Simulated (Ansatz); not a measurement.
## Cs on Rh(111): change of the work function: cost of one run

Ansatz 0.2.0; plane-wave DFT, PBE, Ansatz PAW. The cell holds 17 atoms.

File input.yaml:

```yaml
crystal:
  lattice:
    - [5.374011537, -1.0e-10, 0.0]
    - [2.6870057685, 4.6540305112, 0.0]
    - [0.0, 0.0, 28.2344550838]
  atoms:
    - { symbol: Rh, position: [0.0, 0.0, 0.3187594722] }
    - { symbol: Rh, position: [0.1666666667, 0.1666666667, 0.3964635049] }
    - { symbol: Rh, position: [0.3333333333, 0.3333333333, 0.4740338714] }
[... 8 atom lines left out ...]
    - { symbol: Rh, position: [0.5, 0.0, 0.5515888451] }
    - { symbol: Rh, position: [0.5, 0.5, 0.3187594722] }
    - { symbol: Rh, position: [0.6666666667, 0.6666666667, 0.3964635049] }
    - { symbol: Rh, position: [0.8333333333, 0.8333333333, 0.4740338714] }
    - { symbol: Rh, position: [0.5, 0.5, 0.5515888451] }
    - { symbol: Cs, position: [0.1666666667, 0.1666666667, 0.6812405278] }
kpoints:
  mp_grid: { grid: [6, 6, 1] }
hamiltonian:
  xc: pbe
scf:
  occupations: { method: fermi_dirac, width: 0.1 }
  convergence: { dr2_threshold: 1.0e-08 }
efield:
  axis: 3
  dipole_correction: true
  ramp_position: 0.97
  ramp_width: 0.06
relax:
  f_tol: 0.02
  max_steps: 60
  constraints: [{ sites: [0, 1, 4, 5, 8, 9, 12, 13] }]
output:
  dos: { projected: true, e_range: [-8, 4] }
  write_potential: true
  write_density: true
  volumetric_format: npy
  elf: true
```

Run with:

```console
$ ansatz run input.yaml --threads 4 --pin off --max-ram 16384MiB --backend cpu --events-out ev --progress --plain --runs-dir out
```

The cutoff in use is 420 eV. For reference, a run of the same kind (37 atoms, 4 k-points, 373 bands and 31,241 plane waves; 58 SCF cycles) took 15 min and 9.8 GiB on the same hardware.

**Question.** How long does this run take on 4 threads of Arm Neoverse V1, shared host, and how much memory does it need?

A cutoff of 420 eV is a sphere of radius 10.5 Å⁻¹, so a cell of 706 Å³ holds about V·G³/6π² = 13,801 plane waves. At two electrons a band, the 281 electrons need 141 bands, and 28 more are carried. Symmetry cuts the 6×6×1 mesh from 36 to 7 points. The run has 7 k-points, 169 bands and 13,733 plane waves. Taking the work of a cycle as k-points × spins × bands × plane waves, that is 0.35 times the reference, or 5.2 min at the reference's 58 cycles. The run needed 67 SCF cycles over 6 ionic steps, which makes it about 6 min. One copy of the wavefunctions takes 0.24 GiB at 16 bytes a coefficient, against 0.69 GiB in the reference; grids, projectors and work arrays come on top. Measured: about 3.2 min, with a peak of 2.8 GiB. The run was quicker than this simple count says.

[Logs are printed without paths, hosts, clocks, repeated set-up lines and the standing remarks that a program may print on its own settings, such as how far it seeks lower states.]

[Hosts, paths, dates, database ids (printed as entryN), source tags and the programs' standing remarks are cut or masked in the printed files.]

[Maps of the electrostatic potential energy from Ansatz leave out the sawtooth potential of an applied field or a dipole correction, so their vacuum need not be flat; planar profiles and work functions include it.]
